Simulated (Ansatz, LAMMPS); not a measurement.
# Amorphous polyisobutylene (as short chains C22H46), from a frame at 500 K (204 atoms): geometry optimisation, part 3 of 3

Wanted: the relaxed structure of amorphous polyisobutylene (as short chains C22H46), from a frame at 500 K (204 atoms) and its electronic structure.

Ansatz 0.2.0; Kohn-Sham DFT, PBE+D4, PAW (set soft_2), plane waves.

The cell: 66 C and 138 H. The network of contacts between molecules at the start is that of the classical potential that made the cell. The density was typed from a rule of thumb and may lie off the real one at this temperature. Sampling is at Γ alone, for a cell whose shortest periodic width is 13 Å.

So far. Step 4 (Relaxation): The relaxation changed the energy by -66.6 meV/atom, and atoms moved by 0.60 Å r.m.s., 1.5 Å at most.

## 6. Single point at the relaxed geometry (continued)

ELF in the ac plane at fractional y = 0.101, with atoms of C and H within 0.2 Å of it. It is the smooth field of the valence electrons, not physical close to the nuclei.

Ten even steps from '0' (0.0) to '9' (1.0), each cell a mean:
```
899756631000035558999500000000000005
999856741000002235886200000000000028
998669995002200000100011100000000016
443269994012200122001588411110000002
000037850000002799504999746886100000
000001100000014999603999779998300000
000000000000001355200366468985100000
000000013432111110000268864320000000
000000049998656531113554552124431000
000100039999736752235752686689994000
003673004888656621234445774699993000
126997100123677510355211476677740012
225885100000244200577301799962100034
112331002310011000244101699971000012
100000001222477510000000023420000122
610014320001688500011135530000013687
720014541000133004885489996000125799
510001110000000029998689997001356667
323454100366300016897446651005999864
246666201799710000232111000006999941
475247422588400354100255420002787301
776589655544102577400499961000111004
332365147532236656641158861000000001
011367555311147427996102310000000000
```
Columns run along a (12.6 Å), rows up along c (12.6 Å). Atoms in or near the plane, at fractional coordinates: C at (0.44, 0.01), C at (0.17, 0.04), C at (0.09, 0.13), H at (0.66, 0.28), H at (0.51, 0.97), H at (0.04, 0.93), H at (0.88, 0.19), C at (0.64, 0.61), H at (0.28, 0.59), H at (0.81, 0.56), H at (0.72, 0.45), H at (0.75, 0.74), H at (0.61, 0.78).

Mean Löwdin charges: C -0.29, H +0.17 e (they miss 1.1 % of the electrons, so they add up to more than the cell's charge). The largest share in the top eV of filled states is C p (75 % of the projected weight), and in the lowest eV of empty states H s (58 % of the projected weight).

Local excerpt of 10 atoms (numbers count through the whole input) about C86, picked at random; x, y, z are measured from there.

```tsv
atom	x	y	z	distance (Å)	bonds	Löwdin charge (e)
C86	0.00	0.00	0.00	0.00	4	-0.28
H126	-0.41	0.86	0.56	1.10	1	0.16
H127	1.00	0.32	-0.35	1.10	1	0.16
C87	0.25	-1.12	1.05	1.56	4	0.10
C83	-0.90	-0.13	-1.27	1.56	4	0.09
C85	-0.68	1.20	-2.02	2.45	4	-0.45
C88	0.92	-0.42	2.24	2.46	4	-0.45
C82	-0.47	-1.39	-2.07	2.54	4	-0.28
C84	-2.38	-0.19	-0.87	2.54	4	-0.46
H118	0.63	-1.47	-2.01	2.56	1	0.16
```

The column of bonds counts only the pairs H-C within 1.34 Å, C-C within 1.85 Å; other neighbours, such as metal atoms beside each other in a compound, aren't counted, and periodic images can show an atom twice.

## 7. A changed input

The input is spoilt on purpose; the run shows how that looks.

The cell differs from the one that the last finished run ended in (a 12.576 → 23.765 Å, b 12.576 → 23.765 Å, c 12.576 → 23.765 Å).

File input.yaml:

```yaml
crystal:
  lattice:
    - [23.76479859, 0.0, 0.0]
    - [0.0, 23.76479859, 0.0]
    - [0.0, 0.0, 23.76479859]
  atoms:
    [... the 204 atom lines of step 3 ...]
kpoints:
  mp_grid: { grid: [1, 1, 1] }
hamiltonian:
  xc: pbe
  dispersion: d4
scf:
  occupations: { method: fixed }
  max_iter: 100
output:
  forces: true
```

Run with:

```
$ ansatz run input.yaml --threads 4 --pin off --max-ram 8192MiB --backend cpu --events-out ev --progress --plain --runs-dir out
```

Numbers of over 12 decimals in the logs are rounded to 6 here.

Output:

```text
Engine: ansatz 0.2.0, aarch64-unknown-linux-gnu
Pseudopotentials: kind: paw
Pseudopotential: C, paw, valence charge 4, recommended cutoff 420 eV (normal), C.paw.azcp
Pseudopotential: H, paw, valence charge 1, recommended cutoff 420 eV (normal), H.paw.azcp
[... 5 lines on functional and potentials left out ...]
Crystal: 204 atoms, lattice volume = 13421.542 Å³
Basis set: ecut = 420 eV, 262515 PW (Γ), exchange–correlation on 320×320×320 points (8 copies of the dense FFT grid, shifted against one another)
Bands: 405, of which v1, the nominal top of the filled ones, is band 201 counted from 1 (200 counted from 0)
Symmetry: 1 space group operations
Space group: P1 (ITA 1), of the structure as read, at distance tolerance 2.4e-4 Å
k-points: 1
[... 5 lines on functional and potentials left out ...]
Initial density: superposition of atomic densities (neutral atoms: chi_scale 0, normalization atom), corrected by the library's trained network
Initial wavefunctions: pseudopotential atomic-orbital guess
Functional: x = pbe(κ = 0.804, μ = 0.219515), c = pbe(β = 0.066725)
SCF iter   1: F=—  HF=-18076.031499 eV  |F-HF|=—  |Δ(HF+E_count)|=         —  Δρ=9.38e-3  dr2=3.86e1  ethr=1.77e-3  ⟨swp⟩=4.0  Hψ=2142  notcnv=0  defer=200
preconditioner: auto → Resta (q_TF=auto, 1.520 Å⁻¹)  ε∞=2.4  [insulator: Δε(μ)=0.020 eV  Ē_g=5.410 eV  n_scr=798 (ndim 8)  ℏωp=6.4 eV  f_vac=0.588  ε∞_Penn≈2.4  vacuum switching on, ρ_ref=2.1e-3 e/Å³]
SCF iter   2: F=—  HF=-18136.582623 eV  |F-HF|=—  |Δ(HF+E_count)|=    6.06e1  Δρ=5.12e-2  dr2=1.77e3  ethr=1.77e-3  ⟨swp⟩=3.0  Hψ=1075  notcnv=0  defer=191  recentre
SCF iter   3: F=—  HF=-18075.632203 eV  |F-HF|=—  |Δ(HF+E_count)|=    6.10e1  Δρ=7.17e-3  dr2=2.73e1  ethr=1.77e-3  ⟨swp⟩=2.0  Hψ=1023  notcnv=0  defer=198
SCF iter   4: F=—  HF=-18075.213499 eV  |F-HF|=—  |Δ(HF+E_count)|=   4.19e-1  Δρ=5.37e-3  dr2=1.20e1  ethr=1.77e-3  ⟨swp⟩=2.0  Hψ=829  notcnv=0  defer=192
SCF iter   5: F=—  HF=-18074.897342 eV  |F-HF|=—  |Δ(HF+E_count)|=   3.16e-1  Δρ=4.51e-3  dr2=9.46e0  ethr=1.77e-3  ⟨swp⟩=1.0  Hψ=818  notcnv=0  defer=197
SCF iter   6: F=—  HF=-18075.083388 eV  |F-HF|=—  |Δ(HF+E_count)|=   1.86e-1  Δρ=5.17e-3  dr2=1.65e1  ethr=1.77e-3  ⟨swp⟩=2.0  Hψ=471  notcnv=0  defer=196
```

Wall time 2 min (4 threads of Arm Neoverse V2, shared host); peak memory 6.4 GiB.

Residual by cycle:

cycle, log10 residual and a bar from the least value:
```
        1        1.6 ########
        2        3.2 ##############################
        3        1.4 ######
        4        1.1 #
        5        1.0 
        6        1.2 ###
```

The run was cut off at its time limit.

After 6 cycles the residual stands at 16.

The change made on purpose: crystal.lattice.

## 8. Results

```json
{
 "energy change in the relaxation": "-66.58 meV/atom",
 "r.m.s. displacement": "0.605 Å",
 "largest displacement": "1.458 Å",
 "free energy per atom": "-92.1281 eV/atom",
 "pressure": "-0.1381 GPa",
 "r.m.s. force component": "0.00769 eV/Å",
 "gap (highest filled to lowest empty level)": "5.196 eV",
 "wall time of the 4 DFT runs": "7.3 min"
}
```

Relaxation lowers the energy by 66.6 meV/atom and moves atoms by 0.60 Å r.m.s.; the r.m.s. force component goes from 1.1 to 0.0077 eV/Å, the pressure goes from 2.5 to -0.14 GPa, and the gap from 4.54 to 5.20 eV. By the final cutoffs no bond was broken or made. From the first step to the last the energy fell by 13.582 eV, and the largest move was 1.46 Å (H160). The H-C bonds change most in mean length: from 1.092 Å (spread 0.037) to 1.099 Å (spread 0.002). Counting bonds as in the table, all C atoms have 4 and all H atoms have 1 bonded neighbour. The highest filled and lowest empty levels differ by 5.20 eV (at Γ alone); a semilocal functional tends to put such gaps too low. In a disordered cell it changes from sample to sample, and tail or defect levels can set it.

What to keep in mind: The network of contacts between molecules at the start is that of the classical potential that made the cell; in DFT atoms moved by 0.60 Å r.m.s.

[Logs are printed without paths, hosts, clocks, repeated set-up lines and the standing remarks that a program may print on its own settings, such as how far it seeks lower states.]

[Hosts, paths, dates, database ids (printed as entryN), source tags and the programs' standing remarks are cut or masked in the printed files.]
